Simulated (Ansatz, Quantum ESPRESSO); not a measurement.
# The work function of Nb(100), 7 layers, level by level, part 2 of 6

Wanted: work functions and the surface dipole of Nb(100), 7 layers at several levels, with their cost.

Quantum ESPRESSO 7.5; plane-wave DFT, PBE, GBRV ultrasoft pseudopotentials; geometry and cross-check by Ansatz 0.2.0 with PAW datasets.

So far. Step 2 (Geometry from Ansatz): The relaxation lowers the energy by 26 meV an atom. Held were the atoms numbered 3, 4 and 5; the forces quoted are those on the free ones.

### Step 3. SCF with pw.x

The work function is the vacuum level less the Fermi level, so the run needs a vacuum wide enough for a flat potential.

Level of this step: plane-wave DFT, PBE, GBRV ultrasoft pseudopotentials (Quantum ESPRESSO 7.5).

scf.in

```
&control
  prefix = 'scf'
  outdir = './out'
  pseudo_dir = './pseudo'
  calculation = 'scf'
  tprnfor = .true.
/
&system
  ibrav = 0
  nat = 7
  ntyp = 1
  ecutwfc = 40
  ecutrho = 200
  occupations = 'smearing'
  smearing = 'mv'
  degauss = 0.02
/
&electrons
  conv_thr = 1e-07
  mixing_beta = 0.4
  electron_maxstep = 120
  mixing_mode = 'local-TF'
/
ATOMIC_SPECIES
  Nb  92.9064  nb_pbe_v1.uspp.F.UPF
CELL_PARAMETERS angstrom
  3.30000000000000 0.00000000000000 0.00000000000000
  0.00000000000000 3.30000000000000 0.00000000000000
  0.00000000000000 0.00000000000000 25.90000000000000
ATOMIC_POSITIONS crystal
  Nb  -0.000000000000 0.000000000000 0.314950053841
  Nb  0.500000000000 0.500000000000 0.371540866587
  Nb  0.000000000000 0.000000000000 0.436293436300
  Nb  0.500000000000 0.500000000000 0.500000000000
  Nb  0.000000000000 0.000000000000 0.563706563700
  Nb  0.500000000000 0.500000000000 0.628459140696
  Nb  -0.000000000000 0.000000000000 0.685049953324
K_POINTS automatic
  8 8 1 0 0 0
```

Started as:

```console
OMP_NUM_THREADS=1 mpirun -n 4 pw.x -nk 4 -in scf.in > scf.out
```

The program printed:

```text
Program PWSCF v.7.5 starts
[citation notice left out]

     Parallel version (MPI & OpenMP), running on       4 processor cores
     Number of MPI processes:                 4
     Threads/MPI process:                     1

     MPI processes distributed on     1 nodes
[...]
Current dimensions of program PWSCF are:
     Max number of different atomic species (ntypx) = 10
     Max number of k-points (npk) =  40000
     Max angular momentum in pseudopotentials (lmaxx) =  4
     Message from routine setup:
     using ibrav=0 with symmetry is DISCOURAGED, use correct ibrav instead

     K-points division:     npool     =       4
     Subspace diagonalization in iterative solution of the eigenvalue problem:
     a serial algorithm will be used

     G-vector sticks info
     --------------------
     sticks:   dense  smooth     PW     G-vecs:    dense   smooth      PW
     Sum         621     497    145                90777    65181   11077

     Using Slab Decomposition

     bravais-lattice index     =            0
     lattice parameter (alat)  =       6.2361  a.u.
     unit-cell volume          =    1903.3745 (a.u.)^3
     number of atoms/cell      =            7
     number of atomic types    =            1
     number of electrons       =        91.00
     number of Kohn-Sham states=           55
     kinetic-energy cutoff     =      40.0000  Ry
     charge density cutoff     =     200.0000  Ry
     scf convergence threshold =      1.0E-07
     mixing beta               =       0.4000
     number of iterations used =            8  local-TF  mixing
     Exchange-correlation= SLA  PW   PBE  PBE
                           (   1   4   3   4   0   0   0)

     celldm(1)=   6.236096  celldm(2)=   0.000000  celldm(3)=   0.000000
     celldm(4)=   0.000000  celldm(5)=   0.000000  celldm(6)=   0.000000

     crystal axes: (cart. coord. in units of alat)
               a(1) = (   1.000000   0.000000   0.000000 )
               a(2) = (   0.000000   1.000000   0.000000 )
               a(3) = (   0.000000   0.000000   7.848485 )

     reciprocal axes: (cart. coord. in units 2 pi/alat)
               b(1) = (  1.000000  0.000000  0.000000 )
               b(2) = (  0.000000  1.000000  0.000000 )
               b(3) = (  0.000000  0.000000  0.127413 )

     PseudoPot. # 1 for Nb read from file:
     ./pseudo/nb_pbe_v1.uspp.F.UPF
     Pseudo is Ultrasoft + core correction, Zval = 13.0
     Generated by new atomic code, or converted to UPF format
     Using radial grid of  887 points,  6 beta functions with:
                l(1) =   0
                l(2) =   0
                l(3) =   1
                l(4) =   1
                l(5) =   2
                l(6) =   2
     Q(r) pseudized with  6 coefficients,  rinner =    1.000   1.000   1.000
                                                       1.000   1.000

     atomic species   valence    mass     pseudopotential
     Nb               13.00    92.90640     Nb( 1.00)

     16 Sym. Ops., with inversion, found

   Cartesian axes

     site n.     atom                  positions (alat units)
         1        Nb     tau(   1) = (   0.0000000   0.0000000   2.4718807  )
         2        Nb     tau(   2) = (   0.5000000   0.5000000   2.9160329  )
         3        Nb     tau(   3) = (   0.0000000   0.0000000   3.4242424  )
         4        Nb     tau(   4) = (   0.5000000   0.5000000   3.9242424  )
         5        Nb     tau(   5) = (   0.0000000   0.0000000   4.4242424  )
         6        Nb     tau(   6) = (   0.5000000   0.5000000   4.9324520  )
         7        Nb     tau(   7) = (   0.0000000   0.0000000   5.3766042  )

     number of k points=    15  Marzari-Vanderbilt smearing, width (Ry)=  0.0200
                       cart. coord. in units 2pi/alat
        k(    1) = (   0.0000000   0.0000000   0.0000000), wk =   0.0312500
        k(    2) = (   0.0000000   0.1250000   0.0000000), wk =   0.1250000
        k(    3) = (   0.0000000   0.2500000   0.0000000), wk =   0.1250000
        k(    4) = (   0.0000000   0.3750000   0.0000000), wk =   0.1250000
        k(    5) = (   0.0000000  -0.5000000   0.0000000), wk =   0.0625000
        k(    6) = (   0.1250000   0.1250000   0.0000000), wk =   0.1250000
        k(    7) = (   0.1250000   0.2500000   0.0000000), wk =   0.2500000
        k(    8) = (   0.1250000   0.3750000   0.0000000), wk =   0.2500000
        k(    9) = (   0.1250000  -0.5000000   0.0000000), wk =   0.1250000
        k(   10) = (   0.2500000   0.2500000   0.0000000), wk =   0.1250000
[...]
k(   15) = (  -0.5000000  -0.5000000   0.0000000), wk =   0.0312500

     Dense  grid:    90777 G-vectors     FFT dimensions: (  30,  30, 225)

     Smooth grid:    65181 G-vectors     FFT dimensions: (  25,  25, 200)

     Estimated max dynamical RAM per process >     174.05 MB

     Estimated total dynamical RAM >     629.71 MB

     Check: negative core charge=   -0.000001

     Initial potential from superposition of free atoms

     starting charge      90.9809, renormalised to      91.0000

     negative rho (up, down):  4.552E-03 0.000E+00
     Starting wfcs are   91 randomized atomic wfcs

     total cpu time spent up to now is        2.2 secs

     per-process dynamical memory:    91.6 Mb

     Self-consistent Calculation

     iteration #  1     ecut=    40.00 Ry     beta= 0.40
     Davidson diagonalization with overlap
     ethr =  1.00E-02,  avg # of iterations =  2.0

     negative rho (up, down):  1.700E-03 0.000E+00

     total cpu time spent up to now is        5.8 secs

     total energy              =    -825.43687118 Ry
     estimated scf accuracy    <       6.82417414 Ry

     iteration #  2     ecut=    40.00 Ry     beta= 0.40
[...]
negative rho (up, down):  2.568E-04 0.000E+00

[...]
total energy              =    -825.10660386 Ry
     estimated scf accuracy    <       2.75610045 Ry

     iteration #  3     ecut=    40.00 Ry     beta= 0.40
[...]
negative rho (up, down):  5.833E-04 0.000E+00

[...]
total energy              =    -825.07076978 Ry
     estimated scf accuracy    <       2.00064302 Ry

     iteration #  4     ecut=    40.00 Ry     beta= 0.40
[...]
negative rho (up, down):  1.448E-04 0.000E+00

[...]
total energy              =    -825.37115185 Ry
     estimated scf accuracy    <       5.94634297 Ry

     iteration #  5     ecut=    40.00 Ry     beta= 0.40
[...]
total energy              =    -825.37403404 Ry
     estimated scf accuracy    <       1.24052935 Ry

     iteration # 13     ecut=    40.00 Ry     beta= 0.40
[...]
negative rho (up, down):  7.653E-04 0.000E+00

[...]
total energy              =    -825.36849251 Ry
     estimated scf accuracy    <       2.23728974 Ry

     iteration # 14     ecut=    40.00 Ry     beta= 0.40
[...]
negative rho (up, down):  5.244E-04 0.000E+00

[...]
total energy              =    -825.34892834 Ry
     estimated scf accuracy    <       2.20751551 Ry

[...]
iteration # 23     ecut=    40.00 Ry     beta= 0.40
[...]
negative rho (up, down):  4.426E-03 0.000E+00

[...]
total energy              =    -825.29031407 Ry
     estimated scf accuracy    <       0.00113382 Ry

     iteration # 24     ecut=    40.00 Ry     beta= 0.40
[...]
negative rho (up, down):  4.274E-03 0.000E+00

[...]
total energy              =    -825.29036195 Ry
     estimated scf accuracy    <       0.00006442 Ry

     iteration # 25     ecut=    40.00 Ry     beta= 0.40
[...]
negative rho (up, down):  4.418E-03 0.000E+00

[...]
total energy              =    -825.29037578 Ry
     estimated scf accuracy    <       0.00008435 Ry

     iteration # 26     ecut=    40.00 Ry     beta= 0.40
[...]
negative rho (up, down):  4.500E-03 0.000E+00

[...]
total energy              =    -825.29037946 Ry
     estimated scf accuracy    <       0.00000862 Ry

     iteration # 27     ecut=    40.00 Ry     beta= 0.40
[...]
negative rho (up, down):  4.598E-03 0.000E+00

[...]
total energy              =    -825.29038044 Ry
     estimated scf accuracy    <       0.00000195 Ry

     iteration # 28     ecut=    40.00 Ry     beta= 0.40
[...]
negative rho (up, down):  4.491E-03 0.000E+00

[...]
total energy              =    -825.29038032 Ry
     estimated scf accuracy    <       0.00000731 Ry

     iteration # 29     ecut=    40.00 Ry     beta= 0.40
[...]
negative rho (up, down):  4.495E-03 0.000E+00

[...]
total energy              =    -825.29038072 Ry
     estimated scf accuracy    <       0.00000387 Ry

     iteration # 30     ecut=    40.00 Ry     beta= 0.40
[...]
negative rho (up, down):  4.503E-03 0.000E+00

[...]
End of self-consistent calculation

          k = 0.0000 0.0000 0.0000 (  8107 PWs)   bands (ev):

   -48.7166 -48.7165 -48.1883 -48.1048 -47.9513 -47.8951 -47.8221 -24.9199
   -24.9182 -24.7813 -24.7813 -24.7785 -24.7785 -24.4732 -24.4208 -24.3488
   -24.3488 -24.1622 -24.1400 -24.1400 -23.8948 -23.8614 -23.8614 -23.7064
   -23.7064 -23.6407 -23.5722 -23.5722   0.5005   1.2768   2.3852   2.4219
     2.6240   2.7115   3.2259   3.4342   3.5920   3.8123   4.9658   6.3008
     6.3313   6.4170   6.4717   6.4717   6.4952   6.4952   6.5889   6.6278
     6.6492   6.6492   7.0322   7.0322   7.3774   7.9576   7.9576

          k = 0.0000 0.1250 0.0000 (  8099 PWs)   bands (ev):

   -48.7091 -48.7090 -48.1736 -48.0971 -47.9518 -47.9021 -47.8332 -24.9504
   -24.9468 -24.8312 -24.8295 -24.7572 -24.7551 -24.5097 -24.4559 -24.3225
   -24.3138 -24.2657 -24.1316 -24.0081 -23.9835 -23.8717 -23.7823 -23.7679
   -23.7303 -23.6032 -23.6032 -23.5989   0.8082   1.5379   2.5441   2.6394
     2.8364   2.8912   3.3748   3.4774   3.5580   4.0560   4.9958   5.8471
     5.8624   5.9179   6.0565   6.1301   6.2861   6.3091   6.4659   6.8484
     6.9091   6.9879   7.0158   7.6630   7.7817   7.9711   7.9779

          k = 0.0000 0.2500 0.0000 (  8159 PWs)   bands (ev):

   -48.6907 -48.6907 -48.1328 -48.0756 -47.9536 -47.9222 -47.8650 -25.0281
   -25.0268 -24.9312 -24.9309 -24.6958 -24.6950 -24.5905 -24.5611 -24.3076
   -24.2877 -24.2468 -24.1061 -23.9941 -23.9722 -23.8995 -23.8019 -23.7970
   -23.7618 -23.6909 -23.6014 -23.5965   1.6336   2.1591   2.7574   3.0639
     3.1143   3.2031   3.3365   3.4945   4.1253   4.9477   5.1465   5.2517
     5.4329   5.5325   5.6693   5.7192   5.9015   6.3471   6.3850   6.5727
     6.7326   7.6453   7.6494   7.8516   7.8912   8.0474   8.2882

          k = 0.0000 0.3750 0.0000 (  8176 PWs)   bands (ev):

   -48.6720 -48.6720 -48.0760 -48.0455 -47.9588 -47.9513 -47.9097 -25.1083
   -25.0897 -25.0402 -25.0251 -24.6675 -24.6430 -24.6283 -24.6282 -24.3929
   -24.2596 -24.1309 -24.0605 -24.0205 -23.9536 -23.9335 -23.8903 -23.8183
   -23.7853 -23.7391 -23.6067 -23.5962   2.5440   2.5888   2.6301   2.9254
     3.2611   3.4607   3.7063   4.1802   4.6709   4.8033   4.9653   5.0489
     5.2905   5.4470   5.4750   6.0520   6.1849   6.2782   6.5037   6.6142
     7.2907   7.3399   7.8521   7.8611   8.1712   8.2477   8.3413

          k = 0.0000-0.5000 0.0000 (  8184 PWs)   bands (ev):

   -48.6642 -48.6641 -48.0347 -48.0243 -47.9732 -47.9721 -47.9338 -25.1326
   -25.1072 -25.0904 -25.0740 -24.7139 -24.6523 -24.5981 -24.5980 -24.4378
   -24.2575 -24.0531 -24.0144 -24.0002 -23.9743 -23.9729 -23.9152 -23.8984
   -23.7821 -23.7428 -23.6083 -23.5968   2.4723   2.5574   2.8230   2.9892
     3.4991   3.7474   3.8885   4.5216   4.6097   4.7769   4.9385   5.0570
     5.0804   5.3656   5.3938   6.0169   6.0424   6.3664   6.7529   6.8741
     7.0338   7.7556   7.8066   8.0772   8.5058   8.6496   8.7087

          k = 0.1250 0.1250 0.0000 (  8167 PWs)   bands (ev):

   -48.7022 -48.7021 -48.1598 -48.0896 -47.9519 -47.9082 -47.8431 -24.9602
   -24.9565 -24.8340 -24.8304 -24.8076 -24.8013 -24.4873 -24.4649 -24.4042
   -24.3022 -24.2174 -24.1789 -24.0006 -23.9538 -23.8843 -23.8007 -23.7973
   -23.7174 -23.6440 -23.6120 -23.5768   1.0990   1.8045   2.7500   2.9114
     2.9891   3.1427   3.4794   3.6295   3.8656   3.9304   4.8439   5.4366
     5.4930   5.5950   5.9576   5.9900   6.1305   6.4874   6.5024   6.6149
     6.6255   6.8171   7.1800   7.7901   7.8782   8.0672   8.2033

[...]
the Fermi energy is     6.2282 ev

!    total energy              =    -825.29038081 Ry
     estimated scf accuracy    <       0.00000006 Ry
     smearing contrib. (-TS)   =      -0.00096997 Ry
     internal energy E=F+TS    =    -825.28941085 Ry

     The total energy is F=E-TS. E is the sum of the following terms:
     one-electron contribution =   -7038.54751183 Ry
     hartree contribution      =    3528.09885234 Ry
     xc contribution           =    -128.86608618 Ry
     ewald contribution        =    2814.02533483 Ry

     convergence has been achieved in  30 iterations

     negative rho (up, down):  4.503E-03 0.000E+00

     Forces acting on atoms (cartesian axes, Ry/au):

     atom    1 type  1   force =     0.00000000    0.00000000    0.00278113
     atom    2 type  1   force =     0.00000000    0.00000000   -0.00064799
     atom    3 type  1   force =     0.00000000    0.00000000   -0.00679497
     atom    4 type  1   force =     0.00000000    0.00000000    0.00000000
     atom    5 type  1   force =     0.00000000    0.00000000    0.00679497
     atom    6 type  1   force =     0.00000000    0.00000000    0.00064799
     atom    7 type  1   force =     0.00000000    0.00000000   -0.00278113

     Total force =     0.010424     Total SCF correction =     0.001073
     SCF correction compared to forces is large: reduce conv_thr to get better values

[...]
=------------------------------------------------------------------------------=
   JOB DONE.
=------------------------------------------------------------------------------=
```

Elapsed: 1.8 min, on 4 MPI ranks of Arm Neoverse V1, shared host; peak memory 0.77 GiB.

This step gave:

```
free energy  : -11228.6477 eV
Fermi energy : 6.228 eV
```

The run needed 30 iterations to bring the estimated error under 1e-07 Ry; the largest force on any atom, held or free, is 0.17 eV/Å.

### Step 4. Potential by pp.x

The vacuum level is read from the electrostatic potential (plot_num = 11), averaged over planes.

pot.in

```
&inputpp
  prefix = 'scf'
  outdir = './out'
  filplot = 'pot.dat'
  plot_num = 11
/
```

Started as:

```console
OMP_NUM_THREADS=1 mpirun -n 4 pp.x -in pot.in > pot.out
```

The program printed:

```text
[banner, memory and clock lines left out]
Program POST-PROC v.7.5 starts

          URL

     ./out/scf.save/

     IMPORTANT: XC functional enforced from input :
     Exchange-correlation= PBE
                           (   1   4   3   4   0   0   0)
     Any further DFT definition will be discarded
     Please, verify this is what you really want

     Check: negative core charge=   -0.000001

     negative rho (up, down):  4.503E-03 0.000E+00

     Calling punch_plot, plot_num =  11
     Writing data to file  pot.dat
     Message from routine chdens:
     namelist plot not found or invalid, exiting
```

Run time: 0.91 s. Hardware: 4 MPI ranks; peak memory 0.1 GiB.

Read from the output:

```
work function of the upper face                                       : 3.624 eV
slope of the potential above                                          : 0.001752 eV/Å
upper vacuum line continued to the top atoms, over the Fermi level    : 3.614 eV
work function of the lower face                                       : 3.624 eV
slope of the potential below                                          : -0.001240 eV/Å
lower vacuum line continued to the bottom atoms, over the Fermi level : 3.617 eV
```

The potential energy, planar mean oscillates, so the rows of the table below give means over windows of 1.61 Å about each position, cut where the curve ends. Its maxima inside the range that stand out by 2 % of the span (Å: eV): 8.9: -10.0, 10.5: -6.22, 12.1: -6.65, 13.8: -6.65, 15.4: -6.22, 17.0: -10.0. Its minima: 8.2: -21.9, 9.7: -21.4, 11.3: -21.4, 13.0: -21.2, 14.6: -21.4, 16.2: -21.4, 17.7: -21.9.

Electrostatic potential energy of an electron; zero at the Fermi level. Potential energy, planar mean against z; means over each step:

z (Å), potential energy, planar mean (eV) and a bar from the least value:
```
     0.81        3.6 ##############################
     2.42        3.6 ##############################
     4.02        3.6 ##############################
     5.63        3.3 ##############################
     7.24       -4.8 #################
     8.85      -16.5 
    10.46      -13.4 #####
    12.07      -13.7 ####
    13.68      -13.7 ####
    15.29      -13.4 #####
    16.90      -16.4 
    18.51       -6.8 ##############
    20.12        3.2 #############################
    21.73        3.6 ##############################
    23.34        3.6 ##############################
    24.95        3.6 ##############################
```

Electrostatic potential energy in the ca plane at fractional y = 0.000, with atoms of Nb within 0.2 Å of it. With pseudopotentials it is smooth inside the atoms' cores, unlike the true potential.

Values in eV, 5 rows by 16 columns, each cell a mean:
```
  -9  -93  -30   -3  -81  -43    0  -51  -75   -2  -36  -88   -7    3    3    4
   0   -9   -2    1   -7   -4    1   -4   -7    1   -3   -9    0    3    4    4
   2    0    1    1    1    1    1    1    1    1    1    0    2    3    4    4
  -2  -24   -7    0  -21  -11    1  -13  -19    0   -9  -23   -2    3    4    4
 -12 -123  -42   -5 -109  -61   -1  -70 -101   -3  -51 -117   -9    2    3    4
```
Columns run along c (16.0 Å, from fractional 0.26 to 0.88 of the cell; values clipped at the 3rd and 97th percentile), rows up along a (3.3 Å). Atoms in or near the plane, at fractional coordinates: Nb at (0.31, 0.00), Nb at (0.44, 0.00), Nb at (0.56, 0.00), Nb at (0.69, 0.00).

The vacuum is flat to 1.8 meV/Å, so its level is well defined. Inside the slab the curve depends on the local part of the pseudopotentials; only the vacuum level has a meaning of its own.

### Step 5. Planar and running averages

A running mean over one period damps the atomic wiggles and leaves the mean of this pseudopotential's potential.

avg.in

```
1
pot.dat
1.0
628
3
3.1180481056
```

Started as:

```console
OMP_NUM_THREADS=1 average.x < avg.in > avg.out
```

The program printed:

```text
[banner, memory and clock lines left out]
Program AVERAGE v.7.5 starts

          URL

     Reading header from file  pot.dat
     Reading data from file  pot.dat
     Output written to file avg.dat

[...]
```

Wall time 0.53 s (1 MPI rank); peak memory 0.1 GiB.

This step gave:

| Property | Result |
| --- | --- |
| average.x's running mean inside the slab, on the run's own zero | -7.619 eV |
| mean potential by an exact Fourier window inside the slab, on the run's own zero | -7.621 eV |

The potential energy (planar mean) oscillates, so the rows of the table below give means over windows of 1.61 Å about each position, cut where the curve ends. Its maxima inside the range that stand out by 2 % of the span (Å: eV): 8.9: -9.99, 10.4: -6.24, 12.1: -6.57, 13.7: -6.66, 15.4: -6.22, 17.0: -9.95. Its minima: 8.2: -21.9, 9.6: -21.5, 11.3: -21.3, 12.9: -21.3, 14.6: -21.4, 16.2: -21.5, 17.7: -21.9.

Electrostatic potential energy of an electron; zero at the Fermi level; window 1.6500 Å. Table of potential energy by z; means over each step:

| z (Å) | planar mean (eV) | running mean (eV) |
| --- | --- | --- |
| 0.81 | 3.62 | 3.62 |
| 2.42 | 3.62 | 3.62 |
| 4.02 | 3.61 | 3.61 |
| 5.63 | 3.33 | 3.17 |
| 7.24 | -4.75 | -5.27 |
| 8.85 | -16.5 | -15.5 |
| 10.46 | -13.4 | -13.8 |
| 12.07 | -13.7 | -13.9 |
| 13.68 | -13.7 | -13.9 |
| 15.29 | -13.4 | -13.7 |
| 16.90 | -16.4 | -15.6 |
| 18.51 | -6.84 | -6.65 |
| 20.12 | 3.23 | 3.02 |
| 21.73 | 3.61 | 3.60 |
| 23.34 | 3.62 | 3.62 |
| 24.95 | 3.62 | 3.62 |

Where the running mean is not flat inside, average.x's window, rounded to the grid, doesn't match the spacings there.

[end of part 2 of 6]

[Logs are printed without paths, hosts, clocks, repeated set-up lines and the standing remarks that a program may print on its own settings, such as how far it seeks lower states.]

[Hosts, paths, dates, database ids (printed as entryN), source tags and the programs' standing remarks are cut or masked in the printed files.]

[Maps of the electrostatic potential energy from Ansatz leave out the sawtooth potential of an applied field or a dipole correction, so their vacuum need not be flat; planar profiles and work functions include it.]
